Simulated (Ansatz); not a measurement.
# NiSn5: relaxing a made-up structure, part 2 of 2

Starting from a made-up structure for NiSn5, the aim is the relaxed cell, its shortest contacts and, where a second run follows, its electronic structure.

Ansatz 0.2.0; DFT, PBEsol, plane-wave PAW, files of the set soft_1, scalar-relativistic, ferromagnetic start, cell and ions relaxed at zero pressure; PAW set soft_1 (the session's first sound run).

So far: The starting structure; Relaxation of the guess. The relaxed cell has a = 5.588, c = 5.107 Å (conventional setting).

### Step 3. Electronic structure of the relaxed cell

A second self-consistent run takes a narrower smearing and the mesh shown in its input; the bands follow along the standard path of the relaxed lattice.

This step: DFT, PBEsol, plane-wave PAW, files of the set soft_1, scalar-relativistic, no spin, bands and density of states at the relaxed cell; PAW set soft_1 (Ansatz 0.2.0).

input.yaml

```yaml
crystal:
  lattice:
    - [5.5875371711, 0.0, 0.0]
    - [-2.7937685856, 4.8389491348, 0.0]
    - [0.0, 0.0, 5.1072399384]
  atoms:
    - { symbol: Sn, position: [0.3333333333, 0.6666666667, 0.5] }
    - { symbol: Sn, position: [0.6666666667, 0.3333333333, 0.5] }
    - { symbol: Sn, position: [0.0, 0.6883892625, 0.0] }
    - { symbol: Sn, position: [0.3116107375, 0.3116107375, 0.0] }
    - { symbol: Sn, position: [0.6883892625, 0.0, 0.0] }
    - { symbol: Ni, position: [0.0, 0.0, 0.5] }
kpoints:
  mp_grid: { grid: [6, 6, 6] }
  band_path:
    path:
      - [[0.0, 0.0, 0.0], [0.5, 0.0, 0.0], [0.33333333, 0.33333333, 0.0], [0.0, 0.0, 0.0], [0.0, 0.0, 0.5], [0.5, 0.0, 0.5], [0.33333333, 0.33333333, 0.5], [0.0, 0.0, 0.5]]
      - [[0.5, 0.0, 0.5], [0.5, 0.0, 0.0]]
      - [[0.33333333, 0.33333333, 0.0], [0.33333333, 0.33333333, 0.5]]
    npoints: 8
scf:
  occupations: { method: fermi_dirac, width: 0.03 }
  n_extra_bands: 10
hamiltonian:
  xc: pbesol
  pseudopotentials: { kind: paw, azcp: { folder: soft_1 }, xc_functional: pbe }
output:
  forces: true
  stress: true
  write_bands: true
  dos: { projected: true }
  write_density: true
  write_potential: true
  elf: true
  volumetric_format: npy
```

On the command line:

```bash
$ ansatz run input.yaml --threads 4 --pin off --max-ram 10240MiB --backend cpu --events-out ev --progress --plain --runs-dir out
```

Numbers of over 12 decimals in the logs are rounded to 6 here.

What it wrote:

```text
[...]
Crystal: 6 atoms, lattice volume = 138.089 Å³
Basis set: ecut = 420 eV, 2741 PW (Γ), exchange–correlation on 80×80×72 points (8 copies of the dense FFT grid, shifted against one another)
Bands: 54, of which v1, the nominal top of the filled ones, is band 44 counted from 1 (43 counted from 0)
Symmetry: 12 space group operations
[...]
k-points: 28 of 216 (time reversal used)
[...]
SCF iter   1: F=—  HF=-35556.682959 eV  |F-HF|=—  |Δ(HF+E_count)|=         —  Δρ=1.36e-1  dr2=2.53e1  ethr=3.10e-3  ⟨swp⟩=6.5  Hψ=5803  notcnv=0
[...]
SCF iter  13: F=-35553.005334 eV  HF=-35553.005334 eV  |F-HF|=2.09e-9  |Δ(HF+E_count)|=   6.88e-9  Δρ=1.06e-6  dr2=2.40e-9  ethr=1.14e-10  ⟨swp⟩=16.1  Hψ=9871  notcnv=0
SCF 1 converged in 13 iterations: F = -35553.005334 eV  dr2 = 2.40e-9
[...]
NSCF: frozen V_eff on 75 k-points
SCF converged after 13 iterations
Free energy (F): -35553.005334 eV
[...]
Internal energy: -35552.991284 eV  (E = F + TS)
E sigma→0 (E₀):  -35552.998309 eV
Entropy (-TS):   -0.014050 eV (-2.342 meV/atom)
Fermi energy:    12.293838 eV
[...]
--- Forces (eV/Å), atoms counted from 1 ---
  atom   1  Sn     0.00000000    -0.00000000     0.00000000
  atom   2  Sn    -0.00000000     0.00000000     0.00000000
  atom   3  Sn    -0.00338664     0.00586583     0.00000000
  atom   4  Sn    -0.00338664    -0.00586583     0.00000000
  atom   5  Sn     0.00677327     0.00000000     0.00000000
  atom   6  Ni     0.00000000     0.00000000     0.00000000
  max |Σ_I F_I| component: 1.39e-16 eV/Å
--- Stress (GPa, compression-positive) ---
        0.053630       0.000000       0.000000
        0.000000       0.053630       0.000000
        0.000000       0.000000      -0.247164
  P = ⅓ Tr σ = -0.0466 GPa (-0.466 kbar)
--- Band table (eV; the first three rows and the last of 28) ---
  k-point 0: bands = [... 40 lower, 11.2608, 11.2608, 11.5607, 12.9997, 13.2789, 13.4512, 13.4512, 14.0615, ... 6 higher]
  k-point 1: bands = [... 40 lower, 11.0918, 11.0918, 11.3158, 11.5405, 12.4366, 12.4366, 13.4428, 13.5034, ... 6 higher]
  k-point 2: bands = [... 40 lower, 10.8332, 11.0724, 11.0724, 11.9406, 11.9406, 12.0364, 12.5214, 12.5214, ... 6 higher]
  k-point 27: bands = [... 40 lower, 11.2300, 11.7811, 11.7811, 12.4945, 12.4945, 13.2977, 16.2351, 16.2351, ... 6 higher]
```

Wall time 18 s (4 threads of Arm Neoverse V1, shared host); peak memory 0.7 GiB.

This step gave:

```
free energy             : -35553.0053 eV
energy at zero smearing : -35552.9983 eV
smearing term TS        : 0.01405 eV
Fermi energy            : 12.29 eV
pressure                : -0.04663 GPa
```

bands.tsv at the labelled points (eV, zero at the Fermi level; the bands that come nearest the Fermi level along the path):

| point | band 41 | band 42 | band 43 | band 44 | band 45 | band 46 | band 47 | band 48 |
| --- | --- | --- | --- | --- | --- | --- | --- | --- |
| Γ | -1.03 | -1.03 | -0.73 | 0.71 | 0.99 | 1.16 | 1.16 | 1.77 |
| M | -0.89 | -0.73 | -0.72 | 0.12 | 0.13 | 0.68 | 0.81 | 1.26 |
| K | -1.12 | -0.78 | -0.78 | -0.75 | -0.75 | -0.42 | 2.73 | 2.73 |
| Γ | -1.03 | -1.03 | -0.73 | 0.71 | 0.99 | 1.16 | 1.16 | 1.77 |
| A | -1.79 | -1.06 | -1.06 | -0.58 | -0.58 | -0.26 | -0.19 | -0.19 |
| L | -0.98 | -0.83 | 0.94 | 1.10 | 1.80 | 1.88 | 2.74 | 2.89 |
| H | -1.06 | -0.51 | -0.51 | 0.20 | 0.20 | 1.00 | 3.94 | 3.94 |
| A | -1.79 | -1.06 | -1.06 | -0.58 | -0.58 | -0.26 | -0.19 | -0.19 |
| L | -0.98 | -0.83 | 0.94 | 1.10 | 1.80 | 1.88 | 2.74 | 2.89 |
| M | -0.89 | -0.73 | -0.72 | 0.12 | 0.13 | 0.68 | 0.81 | 1.26 |
| K | -1.12 | -0.78 | -0.78 | -0.75 | -0.75 | -0.42 | 2.73 | 2.73 |
| H | -1.06 | -0.51 | -0.51 | 0.20 | 0.20 | 1.00 | 3.94 | 3.94 |

States per cell as run, both spins, in windows of 1 eV, from dos.tsv (zero at the Fermi level):

```csv
from,to,total
-8,-7,1.89
-7,-6,1.86
-6,-5,1.80
-5,-4,1.35
-4,-3,2.46
-3,-2,3.01
-2,-1,7.41
-1,0,5.88
0,1,3.74
1,2,2.94
2,3,2.95
3,4,3.88
```

A further 62.2 states lie below the table's range.

Electrostatic potential energy in the ab plane at fractional z = 0.500, with atoms of Sn and Ni within 0.2 Å of it. With pseudopotentials it is smooth inside the atoms' cores, unlike the true potential.

Ten even steps from '_' (-17 eV) to '@' (25 eV), each cell a mean:
```
**::++######******######==::##
::++####**++--==++**####==..::
**####**--______==**####**====
####**::..++==__==**##########
##**==..##@@++__++############
##**..::%%##..--**####******##
**++..__::__::******++====++**
****--....==******--______==**
##****++****##**::..++==__--**
############**==__##@@++__++##
############**..::%%##..--**##
**++**######++..__::..::**####
::..--**####**--....==**####++
==--..++####****++****####++::
@@==::**######****######**::**
```
Columns run along a (5.6 Å; values clipped at the 3rd and 97th percentile), rows up along b (5.6 Å). Atoms in or near the plane, at fractional coordinates: Sn at (0.33, 0.67), Sn at (0.67, 0.33), Ni at (0.00, 0.00).

ELF in the ab plane at fractional z = 0.500, with atoms of Sn and Ni within 0.2 Å of it. It is the smooth field of the valence electrons, not physical close to the nuclei.

Ten even steps from '_' (0.00) to '@' (0.96), each cell a mean:
```
##--..::::--------::::....--%%
::..::--------------::....::--
....::----::::::----::........
::::----..____::----::::......
::----::______::----::::::::::
::----..____..--------------::
------......------------------
--------------------::::::----
------------------..____::----
::------::::----..______::----
::::::::::::----..____..----::
........::------....::------::
::::....::--------------::::..
**++::..::------------::....--
@@**::..::::------::::::..::##
```
Columns run along a (5.6 Å), rows up along b (5.6 Å). Atoms in or near the plane, at fractional coordinates: Sn at (0.33, 0.67), Sn at (0.67, 0.33), Ni at (0.00, 0.00).

Valence density in the ab plane at fractional z = 0.500, with atoms of Sn and Ni within 0.2 Å of it. It is the smooth field of the valence electrons, not physical close to the nuclei.

Ten steps, logarithmic in the rise over the least value, from '_' (0 e/Å³) to '@' (50 e/Å³), each cell a mean:
```
%%==..__________________..++%%
--..________..__________..--++
________..----::__________....
______..==++++--..____________
____..--****++::______________
____..==****==..______________
____..====--..________..______
____........______..::--::____
________________..==++++--..__
______________..--****++--____
______________..==****==..____
______________..====--..______
::--..________........______..
##**--____________________..==
@@##::____________________--%%
```
Columns run along a (5.6 Å), rows up along b (5.6 Å). Atoms in or near the plane, at fractional coordinates: Sn at (0.33, 0.67), Sn at (0.67, 0.33), Ni at (0.00, 0.00).

### Step 4. Results

* space group, relaxed: P-62m
* conventional cell: a = 5.588, b = 5.588, c = 5.107 Å; α = 90.0°, β = 90.0°, γ = 120.0°
* volume per atom: 23.01 Å³ (guess 24.19)
* total moment: 0.00 μB in the cell of 6 atoms

**Reading.** NiSn5 relaxes to P-62m with a = 5.588, b = 5.588 and c = 5.107 Å. The guessed volume was 5 % too large. The space group P-62m was held in the relaxation, so the end point is a stationary structure within it and may be a saddle against distortions or other arrangements. The moments died out from this one start and weren't seeded again at the relaxed cell. Bands cross the Fermi level, so it is a metal or semimetal at this level. On the 6×6×6 mesh with the narrower smearing (relaxed on 6×6×5) the largest force component is 0.007 eV/Å and the largest stress component is 0.247 GPa, against the relaxation's thresholds of 0.015 eV/Å and 0.05 GPa. The cutoff wasn't tested. A vector of the cell changed its length by 8 %, more than the volume shows. No dispersion term is used, so weakly bound directions may come out too long. Nothing here tests whether the compound is stable against decomposition.

[Logs are printed without paths, hosts, clocks, repeated set-up lines and the standing remarks that a program may print on its own settings, such as how far it seeks lower states.]

[Hosts, paths, dates, database ids (printed as entryN), source tags and the programs' standing remarks are cut or masked in the printed files.]
